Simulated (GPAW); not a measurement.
# H-GaAs-Cl chair monolayer: work function by functional and basis, part 2 of 2

Aim: the work function of both faces of H-GaAs-Cl chair monolayer, and its spread over functionals and bases. Where a layer proves gapped, the work function hangs on where the smearing puts the Fermi level, and the band edges take its place.

GPAW 26.7.0; GPAW, PAW setups; layer in a repeated cell with vacuum, relaxation of atoms and in-plane cell (the session's first sound run).

So far, upper work function (eV): step 3 (the slab's potential, PBE, GPAW) 4.98; step 4 (revPBE) 4.90; step 5 (LDA) 5.14; step 6 (GPAW, PAW setups) 5.22; step 7 (RPBE) 4.91.

**8. Self-consistent run: xc = "vdW-DF2"**

The same geometry under vdW-DF2, to see how far the functional moves the levels against the vacuum (the van der Waals functionals take revPBE setups).

Contents of run.py:

```python
import json
import numpy as np
from ase import Atoms
from gpaw import GPAW, PW

slab = Atoms(
    ['Cl', 'As', 'Ga', 'H'],
    positions=[
        [2.06317, 1.19117, 8.00000],
        [2.06317, 1.19117, 10.19261],
        [-0.00000, 2.38234, 10.96884],
        [-0.00000, 2.38234, 12.57093]],
    cell=[[4.12633, -0.0, 0.0], [-2.06317, 3.57351, 0.0], [0.0, 0.0, 20.5709]],
    pbc=[True, True, False])

slab.calc = GPAW(mode=PW(500), xc='vdW-DF2', kpts={'size': (9, 9, 1), 'gamma': True},
                 occupations={'name': 'fermi-dirac', 'width': 0.05}, nbands='200%',
                 convergence={'density': 1e-05}, maxiter=200,
                 poissonsolver={'dipolelayer': 'xy'},
                 symmetry={'tolerance': 1e-3}, txt='slab.txt')
result = {}
energy = slab.get_potential_energy()
fermi = slab.calc.get_fermi_level()
v = slab.calc.get_electrostatic_potential().mean((0, 1)) - fermi
n = slab.calc.get_pseudo_density().mean((0, 1))
L = slab.cell[2, 2]
z = np.arange(len(v)) * L / len(v)
low, high = slab.positions[:, 2].min(), slab.positions[:, 2].max()
below, above = np.interp([low - 5.8, high + 5.8], z, v)
slopes = [np.interp(x, z, np.gradient(v, z)) for x in (low - 5.8, high + 5.8)]
eps = np.array([[slab.calc.get_eigenvalues(k, s) for k in range(len(slab.calc.get_ibz_k_points()))]
                for s in range(slab.calc.get_number_of_spins())]) - fermi
top, bottom = eps[eps < 0].max(), eps[eps > 0].min()
dipole = slab.get_dipole_moment()[2]
print(f'energy {energy:.4f} eV, Fermi level {fermi:.4f} eV, dipole {dipole:.5f} e A')
print(f'potential 5.8 A off the faces, from the Fermi level: lower {below:.4f} eV, upper {above:.4f} eV')
print(f'slope of the potential there: lower {slopes[0]:.5f}, upper {slopes[1]:.5f} eV/A')
print(f'nearest levels on the mesh: {top:.4f} and {bottom:.4f} eV')
print('magnetic moment', round(slab.get_magnetic_moment(), 3))
result.update(energy=energy, fermi=fermi, dipole=dipole, below=below, above=above, slopes=slopes, edges=[top, bottom],
              z=z.tolist(), v=v.tolist(), n=n.tolist(), positions=slab.positions.tolist(),
              forces=slab.get_forces(apply_constraint=False).tolist(), moments=slab.get_magnetic_moments().tolist())
json.dump(result, open('result.json', 'w'))
```

Command:

```console
> OMP_NUM_THREADS=1 OPENBLAS_NUM_THREADS=1 python run.py
```

Elapsed: 62 s, on 1 thread of Arm Neoverse V1, shared host; peak memory 0.58 GiB.

This step gave:

| Property | Result |
| --- | --- |
| dipole along the normal | 0.04255 e·Å |
| levels nearest the Fermi level on the mesh | -0.5509, 0.5102 eV from the Fermi level |
| upper work function | 5.479 eV |
| lower work function | 6.005 eV |
| upper ionisation energy | 6.030 eV |

Table of electrostatic potential energy of an electron (without an applied field's), less the Fermi level, planar mean by z:

z (Å), electrostatic potential energy of an electron (without an applied field's), less the Fermi level, planar mean (eV) and a bar from the least value:
```
      0.0        5.7 ##############################
      0.5        6.0 ##############################
      1.0        6.0 ##############################
      1.5        6.0 ##############################
      2.0        6.0 ##############################
      2.5        6.0 ##############################
      3.0        6.0 ##############################
      3.5        6.0 ##############################
      4.0        6.0 ##############################
      4.5        6.0 ##############################
      5.0        6.0 ##############################
      5.5        6.0 ##############################
      6.0        6.0 ##############################
      6.5        5.8 ##############################
      7.0        5.1 ############################
      7.5        1.0 ######################
      8.0       -7.7 #######
      8.5        0.1 ####################
      9.0        2.7 ########################
      9.5       -0.8 ###################
     10.0       -9.6 ####
     10.5      -11.7 
     11.0       -9.3 ####
     11.5       -2.2 ################
     12.0        2.5 ########################
     12.5        3.1 #########################
     13.0        4.6 ############################
     13.5        5.3 #############################
     14.0        5.4 #############################
     14.5        5.5 #############################
     15.0        5.5 #############################
     15.5        5.5 #############################
     16.0        5.5 #############################
     16.5        5.5 #############################
     17.0        5.5 #############################
     17.5        5.5 #############################
     18.0        5.5 #############################
     18.5        5.5 #############################
     19.0        5.5 #############################
     19.5        5.5 #############################
     20.0        5.5 #############################
```

The highest filled level lies 0.551 eV under the Fermi level, so the ionisation energy from the upper face is 5.479 + 0.551 = 6.030 eV, against 5.603 eV in the base run.

**9. Real-space grid: mode = "fd"**

A real-space grid is a second complete basis, so it checks the plane-wave result.

Edit run.py of step 8 so:

```diff
@@ -3,3 +3,3 @@
 from ase import Atoms
-from gpaw import GPAW, PW
+from gpaw import GPAW
 
@@ -15,3 +15,3 @@
 
-slab.calc = GPAW(mode=PW(500), xc='vdW-DF2', kpts={'size': (9, 9, 1), 'gamma': True},
+slab.calc = GPAW(mode='fd', h=0.18, xc='PBE', kpts={'size': (9, 9, 1), 'gamma': True},
                  occupations={'name': 'fermi-dirac', 'width': 0.05}, nbands='200%',
```

It took 69 s on 1 thread; peak memory 0.42 GiB.

This step gave:

```yaml
dipole_along_the_normal: 0.04843 e·Å
levels_nearest_the_fermi_level_on_the_mesh: -0.6212, 0.5808 eV from the Fermi level
upper_work_function: 4.985 eV
lower_work_function: 5.579 eV
upper_ionisation_energy: 5.606 eV
```

The highest filled level lies 0.621 eV under the Fermi level, so the ionisation energy from the upper face is 4.985 + 0.621 = 5.606 eV, against 5.603 eV in the base run.

**10. Atomic orbitals: mode = "lcao"**

Atom-centred orbitals end a few angstrom from the surface, which tests how much the density's tail matters.

Edit run.py of step 9 so:

```diff
@@ -15,4 +15,4 @@
 
-slab.calc = GPAW(mode='fd', h=0.18, xc='PBE', kpts={'size': (9, 9, 1), 'gamma': True},
-                 occupations={'name': 'fermi-dirac', 'width': 0.05}, nbands='200%',
+slab.calc = GPAW(mode='lcao', basis='dzp', h=0.18, xc='PBE', kpts={'size': (9, 9, 1), 'gamma': True},
+                 occupations={'name': 'fermi-dirac', 'width': 0.05}, nbands='120%',
                  convergence={'density': 1e-05}, maxiter=200,
```

It took 29 s on 1 thread; peak memory 0.28 GiB.

Numbers from this step:

- dipole along the normal: 0.03233 e·Å
- levels nearest the Fermi level on the mesh: -0.6121, 0.5712 eV from the Fermi level
- upper work function: 4.870 eV
- lower work function: 5.267 eV
- upper ionisation energy: 5.482 eV

The electrostatic potential energy of an electron (without an applied field's), less the Fermi level, planar mean by z:

z (Å), electrostatic potential energy of an electron (without an applied field's), less the Fermi level, planar mean (eV) and a bar from the least value:
```
      0.0        5.1 ##############################
      0.5        5.3 ##############################
      1.0        5.3 ##############################
      1.5        5.3 ##############################
      2.0        5.3 ##############################
      2.5        5.3 ##############################
      3.0        5.3 ##############################
      3.5        5.3 ##############################
      4.0        5.3 ##############################
      4.5        5.3 ##############################
      5.0        5.3 ##############################
      5.5        5.3 ##############################
      6.0        5.3 ##############################
      6.5        5.2 ##############################
      7.0        4.6 #############################
      7.5        0.7 ######################
      8.0       -7.8 #######
      8.5        0.0 #####################
      9.0        2.6 #########################
      9.5       -0.8 ###################
     10.0       -9.7 ####
     10.5      -11.9 
     11.0       -9.5 ####
     11.5       -2.2 #################
     12.0        2.4 #########################
     12.5        2.8 ##########################
     13.0        4.2 ############################
     13.5        4.7 #############################
     14.0        4.9 #############################
     14.5        4.9 #############################
     15.0        4.9 #############################
     15.5        4.9 #############################
     16.0        4.9 #############################
     16.5        4.9 #############################
     17.0        4.9 #############################
     17.5        4.9 #############################
     18.0        4.9 #############################
     18.5        4.9 #############################
     19.0        4.9 #############################
     19.5        4.9 #############################
     20.0        4.9 #############################
```

The highest filled level lies 0.612 eV under the Fermi level, so the ionisation energy from the upper face is 4.870 + 0.612 = 5.482 eV, against 5.603 eV in the base run.

**11. The ladder**

Times are for 1 thread of Arm Neoverse V1, shared host. The series side by side:

```
no.         run  upper ionisation energy (eV)  time  memory (GiB)
  1          pw                         5.603  34 s          0.27
  2      revPBE                         5.566  34 s          0.27
  3         LDA                         5.672  34 s          0.25
  4  optPBE vdW                         5.842  58 s          0.58
  5        RPBE                         5.585  35 s          0.27
  6     vdW DF2                         6.030  62 s          0.58
  7          fd                         5.606  69 s          0.42
  8        lcao                         5.482  29 s          0.28
```

**12. Side by side**

Results and costs are gathered.

This step: comparison of work functions, dipole and cost (GPAW 26.7.0).

Ladder, by row:

```
      step  code  work function, upper (eV)  work function, lower (eV)  dipole (e Å)  wall time (s)  peak memory (GiB)  threads
        pw  GPAW                      4.982                      5.581       0.04854          33.89               0.27        1
    revPBE  GPAW                      4.903                       5.47       0.04595          34.06               0.27        1
       LDA  GPAW                      5.143                      5.856       0.05779           33.8               0.25        1
optPBE-vdW  GPAW                      5.221                       5.78       0.04527          57.75               0.58        1
      RPBE  GPAW                      4.911                      5.474       0.04561          34.62               0.27        1
   vdW-DF2  GPAW                      5.479                      6.005       0.04255          61.57               0.58        1
        fd  GPAW                      4.985                      5.579       0.04843          69.03               0.42        1
      lcao  GPAW                       4.87                      5.267       0.03233          28.85               0.28        1
```

**13. Results**

* work function, upper and lower face (Fermi level placed in the gap by the smearing): 4.982 and 5.581 eV
* ionisation energy from the upper face (highest filled level on the mesh): 5.60 eV
* electron affinity from the upper face (lowest empty Kohn-Sham level on the mesh): 4.40 eV
* dipole along the normal: 0.0485 e Å

**Reading.** With plane waves and PBE the ionisation energy from the upper face is 5.60 eV and the Kohn-Sham electron affinity 4.40 eV. The two faces differ by 0.60 eV, the step that the slab's dipole makes (e p/(ε0 A) gives 0.60 eV), so the dipole layer is needed. The levels nearest the Fermi level on the mesh lie 1.20 eV apart, so the slab is gapped there: the smearing puts the Fermi level inside the gap, and from either face the ionisation energy is the work function plus 0.62 eV. Both are Kohn-Sham levels on the mesh, and semilocal gaps are too small, so the affinity tends to come out too large and the ionisation energy too small. Work functions of a gapped slab move with the place of the Fermi level in the gap; over the runs without a planted fault the highest filled level on the mesh lies 5.48 (lcao) to 6.03 eV (vdW-DF2) under the upper vacuum level. The starting lattice was a guess from atomic radii; the relaxation moved it by 4 %. The relaxation of atoms and cell ran in a fully periodic cell without the dipole layer, so the atoms of this polar layer felt a small spurious field. The layer's cell and atoms come from the relaxation; spin-orbit coupling and temperature are left out.

[Logs are printed without paths, hosts, clocks, repeated set-up lines and the standing remarks that a program may print on its own settings, such as how far it seeks lower states.]

[Hosts, paths, dates, database ids (printed as entryN), source tags and the programs' standing remarks are cut or masked in the printed files.]
